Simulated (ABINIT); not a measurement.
# KSrH3 (Pm-3m): from the cell to the phonon bands, part 2 of 4

How does KSrH3 (Pm-3m) vibrate, and is this structure a minimum?

ABINIT 10.8.3; DFT PBEsol, scalar-relativistic, plane waves, PseudoDojo norm-conserving pseudopotentials.

So far. Step 5 (Relaxing the cell and atoms): The volume changes by -0.4 % in this run and stands -13.8 % from the first cell. The relaxed cell has a = 4.720 Å (conventional setting).

The structure was built from a prototype and need not be the compound's stable phase.

### 8. Linear response at Γ

The derivative of the wavefunctions by k comes first, since the response to a field is built on it; then the field and the displacements that symmetry doesn't supply are solved at q = 0.

It reads the wavefunctions written in step 6.

dfpt_gamma.abi

```
ndtset 2

# common to the responses
getwfk_filepath "gso_WFK"
kptopt 2
nqpt 1
qpt 0.0 0.0 0.0
asr 0
chneut 0

# d/dk
rfelfd1 2
rfdir1 1 1 1
iscf1 -3
tolwfr1 1.0d-20

# displacements, field
rfphon2 1
rfatpol2 1 5
rfdir2 1 1 1
rfelfd2 3
getddk2 1
tolvrs2 1.0d-10
prtwf2 0

# basis, mesh and filling
ecut 33.0
ngkpt 4 4 4
nshiftk 1
shiftk 0.0 0.0 0.0
istwfk *1
occopt 1
nband 11
nstep 100
diemac 9.0
prtebands 0
prtgsr 0
useylm 1

# cell and atoms
acell 3*1.0 Angstrom
rprim 
    4.719555796 0.0 0.0
    0.0 4.719555796 0.0
    0.0 0.0 4.719555796
ntypat 3
znucl 19 38 1
natom 5
typat 1 2 3 3 3
xred 
    0.0 0.0 0.0
    0.5 0.5 0.5
    0.5 0.5 0.0
    0.5 0.0 0.5
    0.0 0.5 0.5
pp_dirpath "./pseudo"
pseudos "K.upf, Sr.upf, H.upf"
```

Command:

```bash
> OMP_NUM_THREADS=1 mpirun -n 4 abinit dfpt_gamma.abi > dfpt_gamma.log
```

Numbers of over 12 decimals in the logs are rounded to 6 here.

dfpt_gamma.abo, the main output file:

```text
[banners, grids, parts of the stress and lines that vanish by symmetry left out]
- input  file    -> dfpt_gamma.abi
- output file    -> dfpt_gamma.abo
- root for input  files -> dfpt_gammai
[...]
DATASET    1 : space group Pm -3 m (#221); Bravais cP (primitive cubic)
[...]
nfft =      110592          nkpt =          36
[...]
DATASET    2 : space group Pm -3 m (#221); Bravais cP (primitive cubic)
[...]
nfft =      110592          nkpt =          36
[...]
== DATASET  1 ==================================================================
[...]
cutoff_energies: {ecut:  33.0, pawecutdg:  -1.0, }
[...]
-  1.00000   1.00000  180301                  znucl, zion, pspdat
[...]
Perturbation : derivative vs k along direction   1
[...]
-ETOT  1  -10.519215817814     -1.052E+01 3.793E-02 0.000E+00
 ETOT  2  -10.540493810370     -2.128E-02 3.823E-04 0.000E+00
 ETOT  3  -10.540637379543     -1.436E-04 6.364E-06 0.000E+00
 ETOT  4  -10.540639005513     -1.626E-06 7.675E-08 0.000E+00
 ETOT  5  -10.540639030774     -2.526E-08 2.811E-09 0.000E+00
[...]
At SCF step   12   max residual=  9.97E-21 < tolwfr=  1.00E-20 =>converged.
[...]
Perturbation : derivative vs k along direction   2
[...]
-ETOT  1  -10.519093215630     -1.052E+01 3.793E-02 0.000E+00
[...]
At SCF step   12   max residual=  9.97E-21 < tolwfr=  1.00E-20 =>converged.
[...]
Perturbation : derivative vs k along direction   3
[...]
-ETOT  1  -10.519215818028     -1.052E+01 3.793E-02 0.000E+00
[...]
At SCF step   12   max residual=  9.97E-21 < tolwfr=  1.00E-20 =>converged.
[...]
1        1       0.9092837321   -0.0000000000
     1        2       0.0000000000    0.0000000000
     1        3       0.0000000000    0.0000000000
     2        1       0.0000000000    0.0000000000
     2        2       0.9092837321    0.0000000000
     2        3       0.0000000000    0.0000000000
     3        1       0.0000000000    0.0000000000
     3        2       0.0000000000    0.0000000000
     3        3       0.9092837321   -0.0000000000
[...]
== DATASET  2 ==================================================================
[...]
cutoff_energies: {ecut:  33.0, pawecutdg:  -1.0, }
[...]
Perturbation : displacement of atom   1   along direction   1
[...]
-ETOT  1   3.227057     -2.618E+03 7.452E+00 3.105E+02
[...]
At SCF step   11       vres2   =  3.79E-11 < tolvrs=  1.00E-10 =>converged.
[...]
Perturbation : displacement of atom   2   along direction   1
[...]
-ETOT  1   6.225713     -1.994E+03 1.156E+01 1.062E+03
[...]
At SCF step   11       vres2   =  4.81E-11 < tolvrs=  1.00E-10 =>converged.
[...]
Perturbation : displacement of atom   3   along direction   1
[...]
-ETOT  1  0.552056     -7.993E+01 3.080E-01 2.624E+03
[...]
At SCF step   11       vres2   =  1.69E-11 < tolvrs=  1.00E-10 =>converged.
[...]
Perturbation : displacement of atom   3   along direction   3
[...]
-ETOT  1   4.538104     -8.091E+01 3.282E-01 2.350E+03
[...]
At SCF step   11       vres2   =  3.70E-11 < tolvrs=  1.00E-10 =>converged.
[...]
Perturbation : homogeneous electric field along direction   1
[...]
-ETOT  1  -57.080343387607     -5.708E+01 2.228E+00 1.594E+04
[...]
ETOT 11  -60.474124513953     -2.466E-12 1.310E-14 1.191E-10
 ETOT 12  -60.474124513952      4.050E-13 1.484E-16 3.319E-12
 At SCF step   12       vres2   =  3.32E-12 < tolvrs=  1.00E-10 =>converged.
[...]
Dielectric tensor, in cartesian coordinates,
[...]
1    7   1    7         3.1583393325        -0.0000000000
   1    7   2    7        -0.0000000000        -0.0000000000
   1    7   3    7        -0.0000000000        -0.0000000000
   2    7   1    7        -0.0000000000        -0.0000000000
   2    7   2    7         3.1583393325        -0.0000000000
   2    7   3    7        -0.0000000000        -0.0000000000
   3    7   1    7        -0.0000000000        -0.0000000000
   3    7   2    7        -0.0000000000        -0.0000000000
   3    7   3    7         3.1583393325        -0.0000000000
  Effective charges, in cartesian coordinates,
[...]
1    1   1    7         1.1883203529         0.0000000000
   2    1   1    7         0.0000000000         0.0000000000
   3    1   1    7         0.0000000000         0.0000000000
   1    2   1    7         1.7301929803         0.0000000000
   2    2   1    7         0.0000000000         0.0000000000
[...]
Effective charges, in cartesian coordinates,
[...]
2    7   1    5         0.0000000000         0.0000000000
   3    7   1    5         0.0000000000         0.0000000000
   1    7   2    5         0.0000000000         0.0000000000
   2    7   2    5        -0.9139018014         0.0000000000
   3    7   2    5         0.0000000000         0.0000000000
   1    7   3    5         0.0000000000         0.0000000000
   2    7   3    5         0.0000000000         0.0000000000
   3    7   3    5        -0.9139018014         0.0000000000
  Phonon wavevector (reduced coordinates) :  0.00000  0.00000  0.00000
 Phonon energies in Hartree :
[...]
Phonon frequencies in cm-1    :
- -1.777134E+02 -1.777134E+02 -1.777134E+02 -1.158223E+02 -1.158223E+02
- -1.158223E+02  4.047375E-01  4.047377E-01  4.047385E-01  2.183947E+02
-  2.183947E+02  2.183947E+02  1.150457E+03  1.150457E+03  1.150457E+03
  Phonon at Gamma, with non-analyticity in the
[...]
Phonon energies in Hartree :
[...]
Phonon frequencies in cm-1    :
- -1.777134E+02 -1.777134E+02 -1.777134E+02 -1.158223E+02 -1.158223E+02
-  3.917919E-01  4.047375E-01  4.047377E-01  9.073396E+01  2.183947E+02
-  2.183947E+02  5.150084E+02  1.150457E+03  1.150457E+03  1.231828E+03
  Phonon at Gamma, with non-analyticity in the
[...]
Phonon energies in Hartree :
[...]
Phonon frequencies in cm-1    :
- -1.777134E+02 -1.777134E+02 -1.777134E+02 -1.158223E+02 -1.158223E+02
-  3.917910E-01  4.047375E-01  4.047385E-01  9.073396E+01  2.183947E+02
-  2.183947E+02  5.150084E+02  1.150457E+03  1.150457E+03  1.231828E+03
  Phonon at Gamma, with non-analyticity in the
[...]
Phonon energies in Hartree :
[...]
Phonon frequencies in cm-1    :
- -1.777134E+02 -1.777134E+02 -1.777134E+02 -1.158223E+02 -1.158223E+02
-  3.917908E-01  4.047377E-01  4.047385E-01  9.073396E+01  2.183947E+02
-  2.183947E+02  5.150084E+02  1.150457E+03  1.150457E+03  1.231828E+03
[...]
fcart2     0.0000000000E+00  0.0000000000E+00  0.0000000000E+00
           strten2     0.0000000000E+00  0.0000000000E+00  0.0000000000E+00
================================================================================
```

Elapsed: 1.7 min, on 4 MPI ranks of Arm Neoverse V2, shared host.

This step gave:

| Property | Result |
| --- | --- |
| miss of the charge sum rule | 0.006470 e |
| largest acoustic frequency at the zone centre before the sum rule | 0.4 cm⁻¹ |
| highest optical zone-centre mode (no LO-TO term) | 1150 cm⁻¹ |
| lowest optical zone-centre mode | -177.7 cm⁻¹ |
| mean high-frequency dielectric constant | 3.158 |
| largest Born charge in size (third of the trace) | 1.730 e |

Born charge (rows field, columns displacement), before the sum rule (e), principal values of the symmetric part by kind of site:

```csv
atom,atoms with these values,low,middle,high,mean
K1,1,1.19,1.19,1.19,1.19
Sr2,1,1.73,1.73,1.73,1.73
H3,3,-1.10,-0.91,-0.91,-0.97
```

In full for K1:

```
1.19 0.00 0.00
0.00 1.19 0.00
0.00 0.00 1.19
```

High-frequency dielectric tensor:

```
3.16 0.00 0.00
0.00 3.16 0.00
0.00 0.00 3.16
```

The acoustic modes at Γ come out as far as 0.4 cm⁻¹ from zero, where they should vanish, a small numerical error; the Born charges miss their sum rule by 0.0065 e, which is good. The lowest optical mode is imaginary, 178i cm⁻¹, an instability at this level and on this k mesh.

### 9. Zone-centre analysis

anaddb reads the merged derivatives, imposes the acoustic sum rule and charge neutrality, and adds the LO-TO term along chosen directions.

anaddb.abi

```
ddb_filepath "gamma_DDB"
output_file "anaddb.abo"
outdata_prefix "anaddb"
asr 1
chneut 1
enunit 2
eivec 1
nph1l 1
qph1l 0.0 0.0 0.0 1.0
dieflag 2
nph2l 3
qph2l 
    1.0 0.0 0.0 0.0
    0.0 0.0 1.0 0.0
    1.0 1.0 1.0 0.0
```

mrgddb.in

```
gamma_DDB
merged
2
dfpt_gammao_DS2_DDB
gso_DDB
```

Command:

```bash
> mrgddb < mrgddb.in > mrgddb.log
> OMP_NUM_THREADS=1 anaddb anaddb.abi > anaddb.log
```

anaddb.abo, the main output file:

```text
[banners, grids, parts of the stress and lines that vanish by symmetry left out]
-outvars_anaddb: echo values of input variables ----------------------

 Flags :
[...]
Dielectric Tensor and Effective Charges
[...]
Effective charge tensors after
[...]
Phonon wavevector (reduced coordinates) :  0.00000  0.00000  0.00000
 Phonon energies in Hartree :
[...]
Phonon energies in meV     :
- -2.203373E+01 -2.203373E+01 -2.203373E+01 -1.436047E+01 -1.436047E+01
- -1.436047E+01  0.000000E+00  0.000000E+00  0.000000E+00  2.707739E+01
-  2.707739E+01  2.707739E+01  1.426393E+02  1.426393E+02  1.426393E+02
 Phonon frequencies in cm-1    :
- -1.777140E+02 -1.777140E+02 -1.777140E+02 -1.158250E+02 -1.158250E+02
- -1.158250E+02  0.000000E+00  0.000000E+00  0.000000E+00  2.183939E+02
-  2.183939E+02  2.183939E+02  1.150463E+03  1.150463E+03  1.150463E+03
 Phonon frequencies in Thz     :
- -5.327731E+00 -5.327731E+00 -5.327731E+00 -3.472346E+00 -3.472346E+00
- -3.472346E+00  0.000000E+00  0.000000E+00  0.000000E+00  6.547284E+00
-  6.547284E+00  6.547284E+00  3.449002E+01  3.449002E+01  3.449002E+01
 Phonon energies in Kelvin  :
- -2.556908E+02 -2.556908E+02 -2.556908E+02 -1.666463E+02 -1.666463E+02
- -1.666463E+02  0.000000E+00  0.000000E+00  0.000000E+00  3.142201E+02
-  3.142201E+02  3.142201E+02  1.655260E+03  1.655260E+03  1.655260E+03
[...]
-  1  0.00000000E+00  0.00000000E+00  0.00000000E+00
-     0.00000000E+00  0.00000000E+00  0.00000000E+00
-  2  0.00000000E+00  0.00000000E+00  0.00000000E+00
-     0.00000000E+00  0.00000000E+00  0.00000000E+00
-  3  0.00000000E+00 -4.74567267E-06  0.00000000E+00
-     0.00000000E+00  0.00000000E+00  0.00000000E+00
-  4  0.00000000E+00  0.00000000E+00  1.64963398E-02
-     0.00000000E+00  0.00000000E+00  0.00000000E+00
-  5  0.00000000E+00  4.74567267E-06 -1.64963398E-02
-     0.00000000E+00  0.00000000E+00  0.00000000E+00
[...]
-  1  0.00000000E+00  0.00000000E+00  0.00000000E+00
-     0.00000000E+00  0.00000000E+00  0.00000000E+00
-  2  0.00000000E+00  0.00000000E+00  0.00000000E+00
-     0.00000000E+00  0.00000000E+00  0.00000000E+00
-  3  1.69452228E-06 -1.64963397E-02  0.00000000E+00
-     0.00000000E+00  0.00000000E+00  0.00000000E+00
-  4 -1.69452228E-06  0.00000000E+00 -4.74567271E-06
-     0.00000000E+00  0.00000000E+00  0.00000000E+00
-  5  0.00000000E+00  1.64963397E-02  4.74567271E-06
-     0.00000000E+00  0.00000000E+00  0.00000000E+00
[...]
-  1  0.00000000E+00  0.00000000E+00  0.00000000E+00
-     0.00000000E+00  0.00000000E+00  0.00000000E+00
-  2  0.00000000E+00  0.00000000E+00  0.00000000E+00
-     0.00000000E+00  0.00000000E+00  0.00000000E+00
-  3  1.64963404E-02  1.69452239E-06  0.00000000E+00
-     0.00000000E+00  0.00000000E+00  0.00000000E+00
-  4 -1.64963404E-02  0.00000000E+00  0.00000000E+00
-     0.00000000E+00  0.00000000E+00  0.00000000E+00
[...]
Phonon at Gamma, with non-analyticity in the
[...]
Phonon energies in Hartree :
[...]
Phonon energies in meV     :
- -2.203373E+01 -2.203373E+01 -2.203373E+01 -1.436047E+01 -1.436047E+01
-  0.000000E+00  0.000000E+00  0.000000E+00  1.124868E+01  2.707739E+01
[...]
Phonon frequencies in cm-1    :
[...]
Phonon frequencies in Thz     :
[...]
Phonon energies in Kelvin  :
[...]
-  0.000000E+00  0.000000E+00  0.000000E+00  1.305355E+02  3.142201E+02
-  3.142201E+02  7.402075E+02  1.655260E+03  1.655260E+03  1.772019E+03
[...]
-  5  0.00000000E+00  2.69400003E-06  0.00000000E+00
-     0.00000000E+00  0.00000000E+00  0.00000000E+00
[...]
-  1  0.00000000E+00  2.74422929E-07 -2.69474944E-03
-     0.00000000E+00  0.00000000E+00  0.00000000E+00
-  2  0.00000000E+00  0.00000000E+00  9.67691149E-04
-     0.00000000E+00  0.00000000E+00  0.00000000E+00
-  3  0.00000000E+00 -9.63279983E-07  1.49092862E-03
-     0.00000000E+00  0.00000000E+00  0.00000000E+00
-  4  0.00000000E+00 -1.51830442E-07  9.45911555E-03
-     0.00000000E+00  0.00000000E+00  0.00000000E+00
-  5  0.00000000E+00 -9.63279983E-07  9.45911555E-03
-     0.00000000E+00  0.00000000E+00  0.00000000E+00
[...]
Phonon at Gamma, with non-analyticity in the
[...]
Phonon energies in Hartree :
[...]
Phonon energies in meV     :
- -2.203373E+01 -2.203373E+01 -2.203373E+01 -1.436047E+01 -1.436047E+01
-  0.000000E+00  0.000000E+00  0.000000E+00  1.124868E+01  2.707739E+01
-  2.707739E+01  6.378615E+01  1.426393E+02  1.426393E+02  1.527008E+02
 Phonon frequencies in cm-1    :
- -1.777140E+02 -1.777140E+02 -1.777140E+02 -1.158250E+02 -1.158250E+02
[...]
Phonon frequencies in Thz     :
[...]
Phonon energies in Kelvin  :
[...]
Phonon at Gamma, with non-analyticity in the
[...]
Phonon energies in Hartree :
[...]
Phonon energies in meV     :
[...]
Phonon frequencies in cm-1    :
[...]
Phonon frequencies in Thz     :
[...]
Phonon energies in Kelvin  :
[...]
-  0.000000E+00  0.000000E+00  0.000000E+00  1.305355E+02  3.142201E+02
-  3.142201E+02  7.402075E+02  1.655260E+03  1.655260E+03  1.772019E+03
[...]
-  4  7.31234454E-04  1.29138762E-02 -2.19378967E-04
-     0.00000000E+00  0.00000000E+00  0.00000000E+00
-  5 -1.84487056E-02 -5.11855487E-04 -2.19378967E-04
-     0.00000000E+00  0.00000000E+00  0.00000000E+00
[...]
;  5 -1.33054295E-02 -1.06062261E-03 -1.06062261E-03
;     0.00000000E+00  0.00000000E+00  0.00000000E+00
-
```

Wall time 0.56 s (1 thread).

Numbers from this step:

```yaml
miss_of_the_charge_sum_rule: 0.00647 e
highest_mode_moved_by_the_lo_to_term: 1232 cm⁻¹
```

No LO-TO term; unit eigenvectors of the mass-weighted matrix, from anaddb's displacements. The modes at Γ (shares of kinetic energy by element, %) (negative means imaginary):

```csv
mode,frequency (cm⁻¹),symmetry,K %,Sr %,H %
1,-177.7,T2u,0,0,100
2,-177.7,T2u,0,0,100
3,-177.7,T2u,0,0,100
4,-115.8,T1u,52,15,33
5,-115.8,T1u,52,15,33
6,-115.8,T1u,52,15,33
7,0.0,acoustic,30,68,2
8,0.0,acoustic,30,68,2
9,0.0,acoustic,30,68,2
10,218.4,T1u,18,17,65
11,218.4,T1u,18,17,65
12,218.4,T1u,18,17,65
13,1150.5,T1u,0,1,99
14,1150.5,T1u,0,1,99
15,1150.5,T1u,0,1,99
```

Displacements in mode 1 (-177.7 cm⁻¹), the largest set to 1:
```
K1   0.00  0.00  0.00
Sr2  0.00  0.00  0.00
H3   0.00  0.00  0.00
H4   0.00  0.00  1.00
H5   0.00  0.00 -1.00
```

Displacements in mode 4 (-115.8 cm⁻¹), the largest set to 1:
```
K1   0.00  0.00 -0.28
Sr2  0.00  0.00  0.10
H3   0.00  0.00  0.16
H4   0.00  0.00  1.00
H5   0.00  0.00  1.00
```

With imaginary modes the relaxed-ion tensors have no meaning and are not tabulated.

The rule moves no optical mode by more than 0.1 cm⁻¹.

[end of part 2 of 4]

[Host names and launcher messages were left out of these logs when they were recorded.]

[Logs are printed without paths, hosts, clocks, repeated set-up lines and the standing remarks that a program may print on its own settings, such as how far it seeks lower states.]

[Hosts, paths, dates, database ids (printed as entryN), source tags and the programs' standing remarks are cut or masked in the printed files.]
